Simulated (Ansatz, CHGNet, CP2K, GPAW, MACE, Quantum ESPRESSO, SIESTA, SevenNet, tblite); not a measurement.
# Quantum ESPRESSO on twisted Ti2CO2 MXene bilayer, 38.21° (70 atoms): settings compared

How far do other settings of Quantum ESPRESSO move the forces in twisted Ti2CO2 MXene bilayer, 38.21° (70 atoms)? One run of the same program serves as the yardstick.

Calculated with Quantum ESPRESSO 7.5; the method is named at each step.

## Step 1: The structure

The cell holds 70 atoms: 14 C, 28 Ti and 28 O. Its edges and angles: a = 8.017 Å, b = 8.017 Å, c = 23.800 Å, α = 90.0°, β = 90.0°, γ = 120.0°. It derives from Ti2CO2 (Ti2CO2 MXene). Ti2CO2 MXene (a = 3.03 Å) under Ti2CO2 MXene (a = 3.03 Å), bilayer, commensurate cell of 7 unit cells a layer, twist 38.21 deg; facing planes 2.92 Å apart; 12 Å of vacuum; layers as built, displaced by a Gaussian of 0.01 Å. Then every atom was moved at random, 0.03 Å r.m.s. a Cartesian component. Regions: layer 1, 35 atoms (7 C, 14 Ti and 14 O); layer 2, 35 atoms (7 C, 14 Ti and 14 O). Vacuum lies along c.

The yardstick, on the same geometry:

- method: Kohn-Sham DFT, PBE, SSSP efficiency 1.3.0 pseudopotentials, plane waves (Quantum ESPRESSO 7.5); sssp-pbe-1.3.0-efficiency, cutoffs 60/480 Ry, Γ point
- r.m.s. force component: 0.474 eV/Å
- longest force: 1.645 eV/Å
- gap (highest filled to lowest empty level): 0.398 eV
- time: 9.1 min on 4 MPI ranks of Arm Neoverse V1, shared host
- CPU time: 36 min

## Step 2: PBE, sssp-1.3.0-efficiency, 30/240 Ry

Method: Kohn-Sham DFT, PBE, SSSP efficiency 1.3.0 pseudopotentials, plane waves.

pw.in

```
&control
  calculation = 'scf'
  pseudo_dir = './pseudo'
  outdir = './tmp'
  disk_io = 'none'
  tprnfor = .true.
/
&system
  ibrav = 0
  nat = 70
  ntyp = 3
  ecutwfc = 30
  ecutrho = 240
  nosym = .true.
  occupations = 'smearing'
  smearing = 'fd'
  degauss = 0.003675
/
&electrons
  conv_thr = 3.5e-07
  electron_maxstep = 100
  mixing_beta = 0.2
  mixing_mode = 'local-TF'
  diagonalization = 'david'
/
ATOMIC_SPECIES
C 12.011 C.upf
Ti 47.867 Ti.upf
O 15.999 O.upf
CELL_PARAMETERS angstrom
8.01660 0.00000 0.00000
-4.00830 6.94258 0.00000
0.00000 0.00000 23.80000
ATOMIC_POSITIONS crystal
C 0.00124 0.99963 0.34539
Ti 0.19009 0.23790 0.40114
Ti 0.24026 0.04212 0.29093
O 0.24223 0.05302 0.43835
O 0.18945 0.23896 0.25079
C 0.14251 0.42279 0.34470
Ti 0.33450 0.67071 0.40244
Ti 0.38215 0.47720 0.28948
O 0.37822 0.46913 0.43643
O 0.34257 0.67381 0.25075
C 0.28583 0.85885 0.34425
Ti 0.47536 0.09688 0.40330
Ti 0.52077 0.90577 0.29097
O 0.51923 0.90439 0.43927
O 0.47904 0.09635 0.25062
C 0.42565 0.27693 0.34762
Ti 0.62778 0.53397 0.40054
Ti 0.66501 0.32960 0.29275
O 0.66427 0.32577 0.43736
O 0.61917 0.52883 0.25344
C 0.57227 0.72083 0.34580
Ti 0.76233 0.94871 0.39963
Ti 0.81213 0.76704 0.28988
O 0.82153 0.76897 0.43648
O 0.75843 0.95051 0.25261
C 0.72042 0.14081 0.34618
Ti 0.89976 0.37731 0.40222
Ti 0.95505 0.18578 0.29081
O 0.95209 0.18770 0.43850
O 0.90443 0.38088 0.25217
C 0.85940 0.57076 0.34539
Ti 0.04351 0.80655 0.40003
Ti 0.10088 0.62137 0.29016
O 0.09842 0.61648 0.43941
O 0.03983 0.79742 0.25106
C 0.99967 0.55970 0.65493
Ti 0.76479 0.36792 0.70783
Ti 0.80805 0.60070 0.59992
O 0.80828 0.60586 0.74742
O 0.76876 0.37292 0.56003
C 0.84815 0.83979 0.65519
Ti 0.61375 0.65417 0.70840
Ti 0.66596 0.89530 0.60073
O 0.66792 0.89719 0.75005
O 0.61656 0.65049 0.56084
C 0.57644 0.41444 0.65408
Ti 0.32988 0.22212 0.70982
Ti 0.38136 0.46875 0.59839
O 0.38761 0.46734 0.74793
O 0.33623 0.23711 0.56307
C 0.71301 0.12857 0.65307
Ti 0.48031 0.94293 0.70997
Ti 0.52607 0.17400 0.59896
O 0.51804 0.16701 0.74718
O 0.46901 0.93724 0.55961
C 0.42678 0.70150 0.65452
[... 10 atom lines left out ...]
Ti 0.04554 0.79820 0.71011
Ti 0.10405 0.04381 0.60095
O 0.08692 0.02657 0.74869
O 0.04152 0.78772 0.56161
K_POINTS gamma
```

Started as:

```sh
$ OMP_NUM_THREADS=1 mpirun -np 2 pw.x -in pw.in > output.txt
```

Output:

```text
Program PWSCF
     gamma-point specific algorithms are used
     Parallelization info
     sticks:   dense  smooth     PW     G-vecs:    dense   smooth      PW
     Min        1896     948    237               280628    99272   12426
     Max        1897     955    238               280653    99275   12427
     Sum        3793    1903    475               561281   198547   24853
     bravais-lattice index     =            0
     lattice parameter (alat)  =      15.1492  a.u.
     unit-cell volume          =    8938.9121 (a.u.)^3
     number of atoms/cell      =           70
     number of atomic types    =            3
     number of electrons       =       560.00
     number of Kohn-Sham states=          336
     kinetic-energy cutoff     =      30.0000  Ry
     charge density cutoff     =     240.0000  Ry
     scf convergence threshold =      3.5E-07
     mixing beta               =       0.2000
     number of iterations used =            8  local-TF  mixing
     Exchange-correlation= SLA  PW   PBX  PBC
                           (   1   4   3   4   0   0   0)
     crystal axes: (cart. coord. in units of alat)
               a(1) = (   1.000000   0.000000   0.000000 )
               a(2) = (  -0.500000   0.866025   0.000000 )
               a(3) = (   0.000000   0.000000   2.968840 )
     reciprocal axes: (cart. coord. in units 2 pi/alat)
               b(1) = (  1.000000  0.577350 -0.000000 )
               b(2) = (  0.000000  1.154700  0.000000 )
               b(3) = (  0.000000 -0.000000  0.336832 )
     PseudoPot. # 1 for C :
     Pseudo is Projector augmented-wave + core cor, Zval =  4.0
     PseudoPot. # 2 for Ti:
     Pseudo is Ultrasoft + core correction, Zval = 12.0
     PseudoPot. # 3 for O :
     Pseudo is Projector augmented-wave + core cor, Zval =  6.0
     atomic species   valence    mass     pseudopotential
     C                 4.00    12.01100     C ( 1.00)
     Ti               12.00    47.86700     Ti( 1.00)
     O                 6.00    15.99900     O ( 1.00)
     No symmetry found
   Cartesian axes
     number of k points=     1  Fermi-Dirac smearing, width (Ry)=  0.0037
                       cart. coord. in units 2pi/alat
        k(    1) = (   0.0000000   0.0000000   0.0000000), wk =   2.0000000
     Dense  grid:   280641 G-vectors     FFT dimensions: (  75,  75, 225)
     Smooth grid:    99274 G-vectors     FFT dimensions: (  54,  54, 160)
     Check: negative core charge=   -0.000015
     Initial potential from superposition of free atoms
     starting charge     531.9981, renormalised to     560.0000
     negative rho (up, down):  5.057E-02 0.000E+00
     Starting wfcs are  448 randomized atomic wfcs
     Self-consistent Calculation
     iteration #  1     ecut=    30.00 Ry     beta= 0.20
     negative rho (up, down):  4.642E-02 0.000E+00
     total energy              =   -4772.02451424 Ry
     estimated scf accuracy    <      29.28563308 Ry
     iteration #  2     ecut=    30.00 Ry     beta= 0.20
     negative rho (up, down):  4.589E-02 0.000E+00
     total energy              =   -4765.49288866 Ry
     estimated scf accuracy    <      18.80736590 Ry
     iteration #  3     ecut=    30.00 Ry     beta= 0.20
     negative rho (up, down):  4.362E-02 0.000E+00
     total energy              =   -4768.61126579 Ry
     estimated scf accuracy    <       7.45558077 Ry
     iteration #  4     ecut=    30.00 Ry     beta= 0.20
     negative rho (up, down):  3.668E-02 0.000E+00
     total energy              =   -4768.47236270 Ry
     estimated scf accuracy    <       2.56125672 Ry
     iteration #  5     ecut=    30.00 Ry     beta= 0.20
     negative rho (up, down):  3.121E-02 0.000E+00
     total energy              =   -4768.35231359 Ry
     estimated scf accuracy    <       1.44835974 Ry
     iteration #  6     ecut=    30.00 Ry     beta= 0.20
[...]
total energy              =   -4768.31521866 Ry
     estimated scf accuracy    <       0.45858107 Ry
[...]
total energy              =   -4768.35942756 Ry
[...]
iteration # 36     ecut=    30.00 Ry     beta= 0.20
[...]
total energy              =   -4768.35942748 Ry
     estimated scf accuracy    <       0.00000077 Ry
     iteration # 37     ecut=    30.00 Ry     beta= 0.20
     negative rho (up, down):  4.186E-02 0.000E+00
     total energy              =   -4768.35942740 Ry
     estimated scf accuracy    <       0.00000047 Ry
     iteration # 38     ecut=    30.00 Ry     beta= 0.20
     negative rho (up, down):  4.197E-02 0.000E+00
     End of self-consistent calculation
          k = 0.0000 0.0000 0.0000 ( 12427 PWs)   bands (ev):
   -53.8443 -53.8289 -53.8049 -53.7950 -53.7768 -53.7750 -53.7551 -53.7228
   -53.7202 -53.6984 -53.6967 -53.6943 -53.6720 -53.6698 -53.6628 -53.6540
   -53.6458 -53.6444 -53.6406 -53.6339 -53.6258 -53.6148 -53.6080 -53.6070
   -53.5704 -53.5651 -53.5322 -53.4896 -30.3362 -30.2908 -30.2694 -30.2652
   -30.2489 -30.2335 -30.2173 -30.2167 -30.2023 -30.1983 -30.1929 -30.1736
   -30.1598 -30.1537 -30.1500 -30.1467 -30.1358 -30.1340 -30.1267 -30.1227
[...]
5.7330   5.7444   5.7473   5.7557   5.7685   5.7725   5.7788   5.7814
     5.8084   5.8307   5.8418   5.8504   5.8633   5.8838   6.1731   6.2008
     6.2200   6.2365   6.2424   6.2609   6.2630   6.3010   6.3077   6.3282
     the Fermi energy is     4.3263 ev
!    total energy              =   -4768.35942733 Ry
     estimated scf accuracy    <       0.00000011 Ry
     smearing contrib. (-TS)   =      -0.00255288 Ry
     internal energy E=F+TS    =   -4768.35687446 Ry
     The total energy is F=E-TS. E is the sum of the following terms:
     one-electron contribution =  -27601.28904326 Ry
     hartree contribution      =   13909.42032893 Ry
     xc contribution           =    -777.46385159 Ry
     ewald contribution        =   10054.16886592 Ry
     one-center paw contrib.   =    -353.19317445 Ry
     convergence has been achieved in  38 iterations
     negative rho (up, down):  4.197E-02 0.000E+00
     Forces acting on atoms (cartesian axes, Ry/au):
     atom    1 type  1   force =     0.00758180   -0.02073710   -0.00761032
     atom    2 type  2   force =    -0.01394759    0.01686608   -0.03280710
     atom    3 type  2   force =    -0.00669730    0.02317728    0.00848715
     atom    4 type  3   force =     0.00311679   -0.02882091    0.02325989
     atom    5 type  3   force =     0.01601911   -0.00122848    0.00797079
     atom    6 type  1   force =     0.00296054    0.01625474    0.00224755
[...]
atom   68 type  2   force =    -0.01057223   -0.01907695   -0.00115882
     atom   69 type  3   force =     0.00901551    0.01266648   -0.00438759
     atom   70 type  3   force =     0.00730357    0.02413817   -0.00251776
     Total force =     0.271357     Total SCF correction =     0.001449
     Message from routine punch:
     Nothing written, as per user request (disk_io='none')
```

Elapsed: 7.7 min, on 2 MPI ranks of Arm Neoverse V1, shared host; peak memory 1.5 GiB; 15 min of CPU time.

Banners, paths, timers and routine set-up lines are dropped from the logs unmarked, and long logs keep their key lines alone; longer cuts are marked.

Numbers from this run, and their distance from the reference:

```
r.m.s. force component                           : 0.4814 eV/Å
r.m.s. difference of force components            : 21.64 meV/Å
longest difference of force vectors              : 91.36 meV/Å
force difference over r.m.s. force               : 4.564 %
slope of forces against the reference's          : 1.015
correlation of force components                  : 0.9991
gap (highest filled to lowest empty level) : 0.3925 eV
gap difference                                   : -0.0055 eV
energy less the same-level run's                 : 359.4 meV/atom
r.m.s. force difference from the same-level run  : 21.64 meV/Å
```

This is a coarse setting, run to see what it loses.

Length of the force difference by element (eV/Å):

| element | atoms | mean | most |
| --- | --- | --- | --- |
| C | 14 | 0.013 | 0.021 |
| O | 28 | 0.029 | 0.056 |
| Ti | 28 | 0.047 | 0.091 |

Levels nearest the highest filled one (eV from it): -2.09, -2.08, -2.05, -2.00, -1.98, -1.93, -1.33, -1.07, -0.23, -0.20, -0.07, 0.00, 0.39, 0.41, 0.49, 0.51, 0.53, 0.55, 0.59, 0.60, 0.64, 0.65, 0.68, 0.71.

A closer look about Ti22, picked at random: 9 atoms, nearest first, numbered in the order of the input, with positions taken from that point.

| atom | x | y | z | distance (Å) | bonds | Fx | Fy | Fz (eV/Å) |
| --- | --- | --- | --- | --- | --- | --- | --- | --- |
| Ti22 | 0.00 | 0.00 | 0.00 | 0.00 | 6 | -0.67 | 1.14 | -0.88 |
| O24 | 1.20 | -1.25 | 0.88 | 1.94 | 3 | -0.55 | -0.68 | 1.44 |
| O29 | 0.56 | 1.66 | 0.93 | 1.98 | 3 | -0.08 | 0.06 | 0.45 |
| O14 | -1.77 | -0.31 | 0.94 | 2.03 | 3 | 0.41 | -0.30 | 0.27 |
| C21 | -0.61 | -1.58 | -1.28 | 2.13 | 6 | 0.46 | -0.87 | 0.54 |
| C26 | -1.11 | 1.33 | -1.27 | 2.15 | 6 | -0.55 | 0.24 | -0.04 |
| C1 | 1.71 | 0.35 | -1.29 | 2.17 | 6 | 0.19 | -0.53 | -0.20 |
| Ti17 | 0.58 | -2.88 | 0.02 | 2.94 | 6 | -0.66 | -0.68 | -1.24 |
| Ti32 | 2.82 | -0.99 | 0.01 | 2.99 | 6 | 0.72 | 0.26 | -0.93 |

Forces lie 4.6 % from the reference's, at 0.43 times its CPU time (on 2 against 4 cores).

Within one program, basis, potentials and functional, energies share a zero. Each run against its twin at the usual cutoff or grid and solver:

| run | twin | Δ energy (meV/atom) | Δ force, r.m.s. (meV/Å) | CPU time over the twin's |
| --- | --- | --- | --- | --- |
| QE PBE, sssp-1.3.0-efficiency, 30/240 Ry | sssp-1.3.0-efficiency, 60/480 Ry | 359 | 21.6 | 0.43 (this twin ran on 4 cores) |

## Step 3: Outcome

```
force difference from the reference : QE PBE, sssp-1.3.0-efficiency, 30/240 Ry (coarse), 4.6 %
its CPU time                        : 15 min
```

In words: Runs with settings chosen to be coarse differ by 4.6 % (QE PBE, sssp-1.3.0-efficiency, 30/240 Ry). One electronic-structure run takes under half the reference's CPU time: QE PBE, sssp-1.3.0-efficiency, 30/240 Ry, at 4.6 % in 15 min against 36 min. PBE gaps agree with the reference's 0.398 eV within 0.006 eV. These are spacings on the run's k-points, which needn't hold the band edges. The reference's PBE has no dispersion term, which matters for the binding between molecules or layers. The runs have no spin polarisation, so any moments at edges, vacancies or dangling bonds can't form. The electronic-structure runs sample only Γ, in a cell whose shortest periodic width is 7 Å.

[Also dropped from logs without a mark: logging warnings of Python, and SIESTA's first energy breakdown and zero terms.]

[Logs are printed without paths, hosts, clocks, repeated set-up lines and the standing remarks that a program may print on its own settings, such as how far it seeks lower states.]

[Hosts, paths, dates, database ids (printed as entryN), source tags and the programs' standing remarks are cut or masked in the printed files.]
